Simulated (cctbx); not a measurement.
**Reading a Patterson map**

Space group Pnma (no. 62), a = 9.5770 Å, b = 7.6970 Å, c = 6.3160 Å, α = 90.00°, β = 90.00°, γ = 90.00°, content Ir20 Ta8 Ge4.

The data are simulated with cctbx, not measured: Mo Kα, λ = 0.71073 Å, to d = 0.7 Å, 50 % of the full sphere, strongest reflection 5000 counts, noise from counting, a 1.5 % proportional error and a noise floor of 2 counts (s.d.); no absorption, some extinction.

Patterson synthesis from sharpened amplitudes, origin scaled to 1000:

```text
Patterson group P m m m
      u       v       w   height  length (A)
  0.000   0.000   0.000   1000.0     0.00
  0.000   0.500   0.000    476.8     3.85
  0.500   0.000   0.154    211.2     4.89
  0.403   0.500   0.500    151.9     6.30
  0.000   0.384   0.000    151.3     2.95
  0.278   0.304   0.000    149.2     3.55
  0.322   0.195   0.500    138.6     4.66
  0.500   0.500   0.500    111.2     6.91
  0.281   0.000   0.144    110.9     2.84
  0.173   0.249   0.070    106.0     2.57
  0.467   0.251   0.082    105.8     4.90
  0.063   0.000   0.500    105.1     3.21
  0.399   0.245   0.415    104.6     5.00
  0.106   0.250   0.209    102.8     2.55
```

**Question.** Which atom pairs make the peaks, and where is the heaviest atom?

A peak at u stands for all pairs with xi − xj = u, with weight Σ ZiZj against Σ Z² = 165308 at the origin. Peak heights follow these weights only roughly, since form factors, motion and series ripples differ, all vectors within 0.55 Å of a peak are counted as merged into it though the farther ones add only part of their weight, and F(000) is left out, which lowers the whole map:

| u | v | w | shortest length (Å) | height | 1000 ΣZiZj/ΣZ² | pairs in the cell |
| --- | --- | --- | --- | --- | --- | --- |
| 0.000 | 0.500 | 0.000 | 3.85 | 477 | 688 | 12 × Ir–Ir, 8 × Ta–Ta |
| 0.500 | 0.000 | 0.154 | 4.89 | 211 | 287 | 8 × Ir–Ir |
| 0.403 | 0.500 | 0.500 | 6.30 | 152 | 156 | 4 × Ir–Ir, 2 × Ge–Ge |
| 0.000 | 0.384 | 0.000 | 2.96 | 151 | 143 | 4 × Ir–Ir |
| 0.278 | 0.304 | 0.000 | 3.54 | 149 | 200 | 4 × Ir–Ir, 4 × Ta–Ge |
| 0.322 | 0.195 | 0.500 | 4.66 | 139 | 279 | 4 × Ir–Ir, 4 × Ir–Ta |
| 0.500 | 0.500 | 0.500 | 6.91 | 111 | 143 | 4 × Ir–Ir |
| 0.281 | 0.000 | 0.144 | 2.84 | 111 | 309 | 4 × Ir–Ir, 4 × Ir–Ta, 2 × Ir–Ge |
| 0.173 | 0.249 | 0.070 | 2.57 | 106 | 136 | 4 × Ir–Ta |
| 0.467 | 0.251 | 0.082 | 4.90 | 106 | 136 | 4 × Ir–Ta |

The table stops at ten peaks or at a height of 45, below which ripples compete. In the model behind the data Ir, the heaviest element, has 4 independent sites: (0.2083, 1/4, 0.1443), (0.2760, 1/4, 0.6671), (0.4933, 1/4, 0.9856) and (0.5494, 0.5556, 0.6821), up to an allowed shift of origin; the Ir–Ir vectors are differences of these positions and their symmetry mates. Elements of similar Z can't be told apart from the map alone. The whole model:

```csv
atom,mult.,x,y,z,Ueq (Å²)
Ir1,4,0.2083,1/4,0.1443,0.0105
Ir2,4,0.2760,1/4,0.6671,0.0146
Ir3,4,0.4933,1/4,0.9856,0.0140
Ir4,8,0.5494,0.5556,0.6821,0.0084
Ta1,8,0.8209,0.5051,0.5689,0.0131
Ge1,4,0.0320,1/4,0.9010,0.0282
```

This is a model crystal, built by substitution and not relaxed, with assumed displacement parameters.

[Logs are printed without paths, hosts, clocks, repeated set-up lines and the standing remarks that a program may print on its own settings, such as how far it seeks lower states.]
